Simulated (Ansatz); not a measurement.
**Arsenene bilayer (AB) in a perpendicular field**

Wanted: the out-of-plane response of the arsenene bilayer (AB). A positive field points along +c.

Program: Ansatz 0.2.0. Level of theory: plane-wave DFT, PBE-D3(BJ), Ansatz PAW (set soft_1); PAW set soft_1, in the first sound run; inputs show where later runs differ. Results are calculated unless marked as measured.

**1. Set-up**

The cell holds 4 atoms: 4 As. Its edges and angles: a = 3.610 Å, b = 3.610 Å, c = 42.600 Å, α = 90.0°, β = 90.0°, γ = 120.0°. Regions: layer 1: arsenene, 2 atoms (2 As); layer 2: arsenene, 2 atoms (2 As). Vacuum lies along c.

**2. Relaxation**

The starting cell is a guess, so the in-plane lattice and the atoms are relaxed first, with the slab cut off from its images along the normal.

Input file input.yaml:

```yaml
crystal:
  lattice:
    - [3.61, 0.0, 0.0]
    - [-1.805, 3.1263517077, 0.0]
    - [0.0, 0.0, 42.6000000002]
  atoms:
    - { symbol: As, position: [0.6666666667, 0.3333333333, 0.4319248826] }
    - { symbol: As, position: [0.3333333333, 0.6666666667, 0.4647887324] }
    - { symbol: As, position: [0.0, 0.0, 0.5352112676] }
    - { symbol: As, position: [0.6666666667, 0.3333333333, 0.5680751174] }
  periodic: [true, true, false]
kpoints:
  mp_grid: { grid: [12, 12, 1] }
hamiltonian:
  xc: pbe
  dispersion: d3bj
  pseudopotentials: { kind: paw, azcp: { folder: soft_1 } }
scf:
  occupations: { method: fermi_dirac, width: 0.05 }
  convergence: { dr2_threshold: 1.0e-09 }
relax:
  f_tol: 0.004
  max_steps: 90
  cell: {}
output:
  write_potential: true
  write_density: true
  volumetric_format: npy
```

On the command line:

```bash
ansatz run input.yaml --threads 4 --pin off --max-ram 6144MiB --backend cpu --events-out ev --progress --plain --runs-dir out
```

Numbers of over 12 decimals in the logs are rounded to 6 here.

What it wrote:

```text
Warning: relax.cell: scf.convergence.dr2_threshold = 1e-9 eV is looser than the 1.60230732203e-10 eV advised for a relaxation that steers and ends on the stress (1e-10 eV for each atom of the cell: 4, times the square of relax.cell.stress_2d_tol = 0.05 N/m over 15.8 Å (the atoms' height at the walk's start and 5 Å past either face), 3.165e-2 GPa, over a crystal's default 0.05). What an SCF threshold leaves in a stress goes as its square root, and in the free energy as the threshold itself, and one threshold admits the most on a small cell: [figures from the program's tests cut] Set scf.convergence.dr2_threshold to 1.60230732203e-10 eV or tighter. [rest of the remark cut]
Engine: ansatz 0.2.0, aarch64-unknown-linux-gnu
Pseudopotentials: kind: paw
Pseudopotential: As, paw, valence charge 15, recommended cutoff 420 eV (normal), soft_1/As.paw.azcp
Functional definition: PBE
  parameter kappa = 0.804
  parameter beta = 0.066725
  exchange = pbe_x(kappa = kappa, mu = beta*pi^2/3)
  correlation = pbe_c(beta = beta)
Crystal: 4 atoms, lattice volume = 480.789 Å³
Basis set: ecut = 420 eV, 9287 PW (Γ), exchange–correlation on 50×50×576 points (8 copies of the dense FFT grid, shifted against one another)
Bands: 36, of which v1, the nominal top of the filled ones, is band 30 counted from 1 (29 counted from 0)
Symmetry: 12 space group operations
Space group: P-3m1 (ITA 164), of the structure as read, at distance tolerance 7.8e-5 Å
k-points: 19 of 144
Non-local potential: As, projectors of the file, l = 0: 2, l = 1: 2, l = 2: 3, l = 3: 1
PAW form: soft (Blöchl's): semilocal exchange-correlation on the pseudo side does not see the compensation charge
PAW one-centre angular grid: As, 590 points (default); XC on 64 Gauss nodes
Initial density: superposition of atomic densities (neutral atoms: chi_scale 0, normalization atom)
Initial wavefunctions: pseudopotential atomic-orbital guess
Functional: x = pbe(κ = 0.804, μ = 0.219515), c = pbe(β = 0.066725)
iter 1 solved again at ethr=8.73e-4 eV; its pass at ethr=3.10e-3 eV (dr2=5.24e-1 eV) is discarded
SCF iter   1: F=—  HF=-19425.697173 eV  |F-HF|=—  |Δ(HF+E_count)|=         —  Δρ=1.18e-2  dr2=5.26e-1  ethr=8.73e-4  ⟨swp⟩=1.9  Hψ=4667  notcnv=0
preconditioner: auto → Resta (q_TF=auto, 1.929 Å⁻¹)  ε∞=1.7  [insulator: Δε(μ)=0.750 eV  Ē_g=8.816 eV  σ=0.050 eV  W_gap=1.00  n_scr=26 (ndim 8)  ℏωp=7.6 eV  f_vac=0.768  D(μ)=0.00/eV (n_scr^D=0)  ε∞_Penn≈1.7  vacuum switching on, ρ_ref=5.6e-3 e/Å³]
SCF iter   2: F=—  HF=-19425.640895 eV  |F-HF|=—  |Δ(HF+E_count)|=   5.63e-2  Δρ=6.18e-3  dr2=1.43e-1  ethr=8.73e-4  ⟨swp⟩=2.9  Hψ=997  notcnv=0
SCF iter   3: F=—  HF=-19425.679183 eV  |F-HF|=—  |Δ(HF+E_count)|=   3.83e-2  Δρ=3.14e-3  dr2=4.28e-1  ethr=2.38e-4  ⟨swp⟩=4.2  Hψ=1271  notcnv=0  recentre
SCF iter   4: F=—  HF=-19425.628120 eV  |F-HF|=—  |Δ(HF+E_count)|=   5.11e-2  Δρ=5.89e-4  dr2=1.63e-3  ethr=2.38e-4  ⟨swp⟩=3.5  Hψ=1038  notcnv=0
SCF iter   5: F=—  HF=-19425.628492 eV  |F-HF|=—  |Δ(HF+E_count)|=   3.72e-4  Δρ=2.27e-4  dr2=1.15e-4  ethr=2.72e-6  ⟨swp⟩=2.9  Hψ=990  notcnv=0
SCF iter   6: F=—  HF=-19425.628633 eV  |F-HF|=—  |Δ(HF+E_count)|=   1.41e-4  Δρ=2.16e-5  dr2=2.70e-6  ethr=1.92e-7  ⟨swp⟩=2.9  Hψ=965  notcnv=0
SCF iter   7: F=—  HF=-19425.628675 eV  |F-HF|=—  |Δ(HF+E_count)|=   4.15e-5  Δρ=7.36e-6  dr2=2.46e-7  ethr=4.51e-9  ⟨swp⟩=3.0  Hψ=1438  notcnv=0
SCF iter   8: F=—  HF=-19425.628675 eV  |F-HF|=—  |Δ(HF+E_count)|=   3.76e-7  Δρ=2.09e-6  dr2=3.08e-8  ethr=4.09e-10  ⟨swp⟩=3.0  Hψ=1441  notcnv=0
SCF iter   9: F=—  HF=-19425.628675 eV  |F-HF|=—  |Δ(HF+E_count)|=   3.47e-8  Δρ=5.75e-7  dr2=1.31e-9  ethr=5.13e-11  ⟨swp⟩=3.0  Hψ=1419  notcnv=0
SCF iter  10: F=-19425.628675 eV  HF=-19425.628675 eV  |F-HF|=3.13e-10  |Δ(HF+E_count)|=   3.06e-9  Δρ=1.11e-7  dr2=9.22e-11  ethr=1.67e-12  ⟨swp⟩=10.2  Hψ=4604  notcnv=0
SCF 1 converged in 10 iterations: F = -19425.628675 eV  dr2 = 9.22e-11
  greatest PAW one-centre occupation: 0.999 electrons in one spin orbital (limit 2), on the As atom at site 2 (counted from 0), in its partial waves of l = 2
relax step   1: F+E_penalty+E_count = -19425.62867519 eV  Δ(F+E_penalty+E_count) = +0.000e0 eV  max|allowed force component| = 2.420e-1 eV/Å  Δτ_max = 0.0000 Å  P = -0.772 N/m  Ω = 480.789 Å³  fix = [c, alpha, beta]  reactions: c +0.000 N/m  (10 SCF iters, accepted)
Crystal: 4 atoms, lattice volume = 480.056 Å³
Basis set: ecut = 420 eV, 9275 PW (Γ), exchange–correlation on 50×50×576 points (8 copies of the dense FFT grid, shifted against one another)
Initial density: handed on by an earlier stage of this run
Initial wavefunctions: those handed on with the density
iter 1 solved again at ethr=1.29e-4 eV; its pass at ethr=3.10e-3 eV (dr2=7.74e-2 eV) is discarded
SCF iter   1: F=—  HF=-19425.643290 eV  |F-HF|=—  |Δ(HF+E_count)|=         —  Δρ=6.22e-3  dr2=7.81e-2  ethr=1.29e-4  ⟨swp⟩=2.0  Hψ=3788  notcnv=0
preconditioner: auto → LDOS  [insulator: Δε(μ)=0.386 eV  Ē_g=8.929 eV  σ=0.050 eV  W_gap=0.96  n_scr=26 (ndim 8)  ℏωp=7.6 eV  f_vac=0.783  D(μ)=0.09/eV (n_scr^D=2)  ε∞_Penn≈1.7  β→1.0]
SCF iter   2: F=—  HF=-19425.670645 eV  |F-HF|=—  |Δ(HF+E_count)|=   2.74e-2  Δρ=1.83e-3  dr2=1.36e-1  ethr=1.29e-4  ⟨swp⟩=3.3  Hψ=1145  notcnv=0
SCF iter   3: F=—  HF=-19425.668537 eV  |F-HF|=—  |Δ(HF+E_count)|=   2.11e-3  Δρ=1.83e-3  dr2=1.31e-1  ethr=1.29e-4  ⟨swp⟩=4.2  Hψ=1266  notcnv=0
SCF iter   4: F=—  HF=-19425.655001 eV  |F-HF|=—  |Δ(HF+E_count)|=   1.35e-2  Δρ=6.50e-4  dr2=1.65e-2  ethr=1.29e-4  ⟨swp⟩=2.8  Hψ=910  notcnv=0
SCF iter   5: F=—  HF=-19425.652583 eV  |F-HF|=—  |Δ(HF+E_count)|=   2.42e-3  Δρ=1.97e-4  dr2=1.44e-3  ethr=2.75e-5  ⟨swp⟩=2.2  Hψ=880  notcnv=0
SCF iter   6: F=—  HF=-19425.652391 eV  |F-HF|=—  |Δ(HF+E_count)|=   1.93e-4  Δρ=2.99e-5  dr2=3.79e-5  ethr=2.40e-6  ⟨swp⟩=2.2  Hψ=875  notcnv=0
SCF iter   7: F=—  HF=-19425.652387 eV  |F-HF|=—  |Δ(HF+E_count)|=   3.16e-6  Δρ=5.95e-6  dr2=3.51e-7  ethr=6.32e-8  ⟨swp⟩=2.7  Hψ=926  notcnv=0
SCF iter   8: F=—  HF=-19425.652429 eV  |F-HF|=—  |Δ(HF+E_count)|=   4.17e-5  Δρ=1.21e-6  dr2=1.49e-8  ethr=5.84e-10  ⟨swp⟩=3.1  Hψ=1447  notcnv=0
SCF iter   9: F=-19425.652429 eV  HF=-19425.652429 eV  |F-HF|=7.53e-10  |Δ(HF+E_count)|=   7.96e-9  Δρ=2.91e-7  dr2=6.38e-10  ethr=1.67e-12  ⟨swp⟩=9.4  Hψ=5532  notcnv=0
SCF 2 converged in 9 iterations: F = -19425.652429 eV  dr2 = 6.38e-10
[...]
SCF iter   3: F=—  HF=-19425.674234 eV  |F-HF|=—  |Δ(HF+E_count)|=   3.05e-3  Δρ=8.45e-4  dr2=2.43e-2  ethr=6.42e-5  ⟨swp⟩=3.8  Hψ=1308  notcnv=0
SCF iter   4: F=—  HF=-19425.671513 eV  |F-HF|=—  |Δ(HF+E_count)|=   2.72e-3  Δρ=2.78e-4  dr2=2.57e-3  ethr=4.05e-5  ⟨swp⟩=2.2  Hψ=843  notcnv=0
SCF iter   5: F=—  HF=-19425.671061 eV  |F-HF|=—  |Δ(HF+E_count)|=   4.52e-4  Δρ=8.95e-5  dr2=2.96e-4  ethr=4.28e-6  ⟨swp⟩=2.2  Hψ=864  notcnv=0
SCF iter   6: F=—  HF=-19425.671023 eV  |F-HF|=—  |Δ(HF+E_count)|=   3.80e-5  Δρ=1.42e-5  dr2=6.68e-6  ethr=4.93e-7  ⟨swp⟩=2.4  Hψ=897  notcnv=0
SCF iter   7: F=—  HF=-19425.671029 eV  |F-HF|=—  |Δ(HF+E_count)|=   6.03e-6  Δρ=4.06e-6  dr2=1.94e-7  ethr=1.11e-8  ⟨swp⟩=3.6  Hψ=1417  notcnv=0
SCF iter   8: F=—  HF=-19425.671070 eV  |F-HF|=—  |Δ(HF+E_count)|=   4.10e-5  Δρ=8.93e-7  dr2=2.17e-8  ethr=3.24e-10  ⟨swp⟩=3.8  Hψ=1438  notcnv=0
SCF iter   9: F=—  HF=-19425.671070 eV  |F-HF|=—  |Δ(HF+E_count)|=   1.53e-9  Δρ=2.66e-7  dr2=2.81e-9  ethr=3.62e-11  ⟨swp⟩=2.8  Hψ=845  notcnv=0
SCF iter  10: F=-19425.671070 eV  HF=-19425.671070 eV  |F-HF|=3.64e-11  |Δ(HF+E_count)|=  7.28e-10  Δρ=4.52e-8  dr2=2.07e-11  ethr=1.67e-12  ⟨swp⟩=10.7  Hψ=4573  notcnv=0
SCF 3 converged in 10 iterations: F = -19425.671070 eV  dr2 = 2.07e-11
relax step   3: F+E_penalty+E_count = -19425.67107045 eV  Δ(F+E_penalty+E_count) = -1.864e-2 eV  max|allowed force component| = 2.617e-2 eV/Å  Δτ_max = 0.1951 Å  P = +1.494 N/m  Ω = 483.681 Å³  energy of the carried Pulay correction = -9.135e-5 eV  fix = [c, alpha, beta]  reactions: c +0.000 N/m  (10 SCF iters, accepted)
[...]
relax step   4: F+E_penalty+E_count = -19425.66847079 eV  Δ(F+E_penalty+E_count) = +2.600e-3 eV  max|allowed force component| = 1.701e-1 eV/Å  Δτ_max = 0.1172 Å  P = +1.067 N/m  Ω = 492.150 Å³  energy of the carried Pulay correction = -3.558e-4 eV  fix = [c, alpha, beta]  (9 SCF iters, rejected (line search))
[...]
relax step   5: F+E_penalty+E_count = -19425.68431792 eV  Δ(F+E_penalty+E_count) = -1.325e-2 eV  max|allowed force component| = 2.798e-2 eV/Å  Δτ_max = 0.0310 Å  P = -0.167 N/m  Ω = 497.229 Å³  energy of the carried Pulay correction = -5.121e-4 eV  fix = [c, alpha, beta]  reactions: c -0.000 N/m  (9 SCF iters, accepted)
[...]
relax step   6: F+E_penalty+E_count = -19425.68482218 eV  Δ(F+E_penalty+E_count) = -5.043e-4 eV  max|allowed force component| = 7.161e-3 eV/Å  Δτ_max = 0.0138 Å  P = -0.012 N/m  Ω = 496.889 Å³  energy of the carried Pulay correction = -5.017e-4 eV  fix = [c, alpha, beta]  reactions: c -0.000 N/m  (7 SCF iters, accepted)
[...]
relax step   7: F+E_penalty+E_count = -19425.68485125 eV  Δ(F+E_penalty+E_count) = -2.907e-5 eV  max|allowed force component| = 1.826e-3 eV/Å  Δτ_max = 0.0048 Å  P = +0.007 N/m  Ω = 496.945 Å³  energy of the carried Pulay correction = -5.034e-4 eV  fix = [c, alpha, beta]  reactions: c +0.000 N/m  (7 SCF iters, accepted)
Initial wavefunctions: pseudopotential atomic-orbital guess (no wavefunctions were taken with the density)
iter 1 solved again at ethr=2.28e-7 eV; its pass at ethr=3.10e-3 eV (dr2=1.37e-4 eV) is discarded
SCF iter   1: F=—  HF=-19425.685265 eV  |F-HF|=—  |Δ(HF+E_count)|=         —  Δρ=2.02e-5  dr2=2.38e-7  ethr=2.28e-7  ⟨swp⟩=5.7  Hψ=6137  notcnv=0
SCF iter   2: F=—  HF=-19425.685454 eV  |F-HF|=—  |Δ(HF+E_count)|=   1.89e-4  Δρ=2.11e-6  dr2=1.71e-8  ethr=3.96e-10  ⟨swp⟩=4.1  Hψ=1680  notcnv=0
SCF iter   3: F=—  HF=-19425.685453 eV  |F-HF|=—  |Δ(HF+E_count)|=   9.96e-7  Δρ=1.05e-6  dr2=7.75e-9  ethr=2.84e-11  ⟨swp⟩=3.8  Hψ=1861  notcnv=0
SCF iter   4: F=—  HF=-19425.685454 eV  |F-HF|=—  |Δ(HF+E_count)|=   7.98e-7  Δρ=2.91e-7  dr2=1.58e-9  ethr=1.29e-11  ⟨swp⟩=2.4  Hψ=1299  notcnv=0
SCF iter   5: F=-19425.685454 eV  HF=-19425.685454 eV  |F-HF|=1.47e-8  |Δ(HF+E_count)|=   1.19e-7  Δρ=9.54e-8  dr2=1.04e-10  ethr=1.67e-12  ⟨swp⟩=13.7  Hψ=5099  notcnv=0
SCF 8 converged in 5 iterations: F = -19425.685454 eV  dr2 = 1.04e-10
relax step   8: F+E_penalty+E_count = -19425.68545399 eV  Δ(F+E_penalty+E_count) = -6.027e-4 eV  max|allowed force component| = 1.975e-3 eV/Å  Δτ_max = 0.0000 Å  P = +0.014 N/m  Ω = 496.945 Å³  fix = [c, alpha, beta]  reactions: c +0.000 N/m  stress off target by 1.39e-2 N/m on what of the cell is left free  SCF on the basis re-selected at this cell (its energy is not comparable with the rows above)  (5 SCF iters)
basis re-selected at this cell: Δ(F+E_penalty+E_count) = -6.027e-4 eV, ΔP = +0.007 N/m vs the last step (what re-selecting the basis moved, of the pressure what is left beyond the Pulay correction that the steps carried, after the strain that the cell walked since its last selection, with what the two solves' SCF thresholds leave and, on support functions, any second-order correction that the steps lacked; it is no m [...]
WARN: The input density's exchange-correlation potential varies sharply where the density is thin. Do not read a vacuum level from v_tot or v_xc, or from such a field of the output density. On a cell that repeats whose density bears no net charge and no dipole along the vacuum's axis use v_es (v_loc + v_h of the components); under efield.dipole_correction with no amplitude use v_es + v_field, which holds any external [...]
SCF converged after 5 iterations
Free energy (F): -19425.685454 eV
Harris-Foulkes:  -19425.685454 eV  (|F-HF|=1.47e-8)
Internal energy: -19425.679924 eV  (E = F + TS)
E sigma→0 (E₀):  -19425.682689 eV
Entropy (-TS):   -0.005530 eV (-1.383 meV/atom)
Fermi energy:    -4.145152 eV
--- Per-component energies (eV) ---
  E_band       = -1834.040660
  E_kinetic    = 386.003247
  E_local      = -242351.507223  (includes V_loc(G=0)·N_el)
  E_nonlocal   = -1571.675751
  E_hartree    = 121222.713582
  E_xc         = -280.168242
  E_vxc        = -292.854946  (∫ρ·V_xc dr)
  E_paw        = -8053.717890  (= ΣΔE_a)
  E_vpaw       = -449.432420  (= ΣTr[D̂ρ^β])
  E_aug_tail   = -0.000020  (compensation charges beyond the density's cutoff)
  E_ewald      = 111223.889468
  E_disp       = -1.217095  (pairwise vdW)
  E_smearing   = -0.005530  (= −TS)
  E_closure    = 0.000000  (closes the sum)
  Σ components = -19425.685454   (vs F -19425.685454, Δ=0.00e0)
--- Forces (eV/Å), atoms counted from 1 ---
  atom   1  As     0.00000000    -0.00000000     0.00129691
  atom   2  As     0.00000000     0.00000000    -0.00197476
  atom   3  As     0.00000000    -0.00000000     0.00197476
  atom   4  As    -0.00000000     0.00000000    -0.00129691
  max |Σ_I F_I| component: 5.78e-19 eV/Å
--- 2D stress c σ (N/m, compression-positive) ---
        0.013860      -0.000000      -0.000000
       -0.000000       0.013860      -0.000000
       -0.000000      -0.000000       0.000000
  P = ½ c Tr σ = 0.0139 N/m
--- Band table (eV; the first three rows and the last of 19) ---
  k-point 0: bands = [... 26 lower, -5.8492, -5.6613, -5.6613, -4.5976, -3.9986, -2.7189, -2.7189, -2.1053, ... 2 higher]
  k-point 1: bands = [... 26 lower, -6.1650, -6.1289, -5.7590, -4.2180, -3.4847, -2.8111, -2.5231, -1.9924, ... 2 higher]
  k-point 2: bands = [... 26 lower, -6.6404, -6.1670, -6.1005, -4.8113, -3.3007, -2.4445, -2.1521, -1.6892, ... 2 higher]
  k-point 18: bands = [... 26 lower, -8.0972, -7.4901, -7.4901, -6.7772, -2.9327, -2.9327, -1.8876, -0.1075, ... 2 higher]
  the weakly bound empty levels are not read free of the cell's end (no_gap_told)
--- Relaxed structure (7 steps of the walk, 6 accepted, 1 SCFs on fresh bases) ---
  F+E_penalty+E_count = -19425.68545399 eV   max|allowed force component| = 1.975e-3 eV/Å   (the final SCF, on the basis selected at the relaxed cell)
  cell:  # Å, volume = 496.9446 Å³
    - [3.670150, 0.0, 0]
    - [-1.835075, 3.178443, 0]
    - [0, 0, 42.6000000002]
  atoms:
    - { symbol: As, position: [0.666667, 0.333333, 0.442233] }
    - { symbol: As, position: [0.333333, 0.666667, 0.473823] }
    - { symbol: As, position: [2.3129646340972137e-18, 1.3877787809430044e-17, 0.526177] }
    - { symbol: As, position: [0.666667, 0.333333, 0.557767] }
```

The job ended after 50 s (4 threads of Arm Neoverse V1, shared host; peak memory 0.99 GiB; 3.2 min of CPU time).

The steps of the relaxation:

| step | energy less that of the first step (eV) | largest force component (eV/Å) | volume (Å³) |
| --- | --- | --- | --- |
| 1 | 0.0000 | 0.2420 | 480.79 |
| 2 | -0.0238 | 0.1259 | 480.06 |
| 3 | -0.0424 | 0.0262 | 483.68 |
| 4 | -0.0398 | 0.1701 | 492.15 |
| 5 | -0.0556 | 0.0280 | 497.23 |
| 6 | -0.0561 | 0.0072 | 496.89 |
| 7 | -0.0562 | 0.0018 | 496.94 |
| 8* | -0.0568 | 0.0020 | 496.94 |

Relaxation steps marked * repeat the geometry before them on a plane-wave basis chosen anew for their cell, so energy and pressure can jump there. Relaxation step 4 was tried and not accepted.

The run keeps the 12 symmetry operations that it works with, so distortions that break them were not tested.

| cell as run | before | after | change |
| --- | --- | --- | --- |
| a (Å) | 3.610 | 3.670 | +1.7 % |
| b (Å) | 3.610 | 3.670 | +1.7 % |

The atoms that moved most (Å, along periodic axes as changes of fractional coordinates times the final cell, across vacuum about the mean position):

| atom | dx | dy | dz | length |
| --- | --- | --- | --- | --- |
| As4 | 0.000 | 0.000 | -0.439 | 0.439 |
| As1 | 0.000 | 0.000 | 0.439 | 0.439 |
| As2 | 0.000 | 0.000 | 0.385 | 0.385 |
| As3 | 0.000 | 0.000 | -0.385 | 0.385 |

The relaxed structure:

```xyz
4
Lattice="3.6702 0.0000 0.0000 -1.8351 3.1784 0.0000 0.0000 0.0000 42.6000" Properties=species:S:1:pos:R:3
As    1.8351    1.0595   18.8391
As    0.0000    2.1190   20.1849
As    0.0000    0.0000   22.4151
As    1.8351    1.0595   23.7609
```

Numbers from this step:

* energy at zero smearing: -19425.6827 eV

The lattice constant a goes from 3.610 to 3.670 Å.

(Continued in part 2 of 3.)

[Logs are printed without paths, hosts, clocks, repeated set-up lines and the standing remarks that a program may print on its own settings, such as how far it seeks lower states.]

[Hosts, paths, dates, database ids (printed as entryN), source tags and the programs' standing remarks are cut or masked in the printed files.]

[Maps of the electrostatic potential energy from Ansatz leave out the sawtooth potential of an applied field or a dipole correction, so their vacuum need not be flat; planar profiles and work functions include it.]
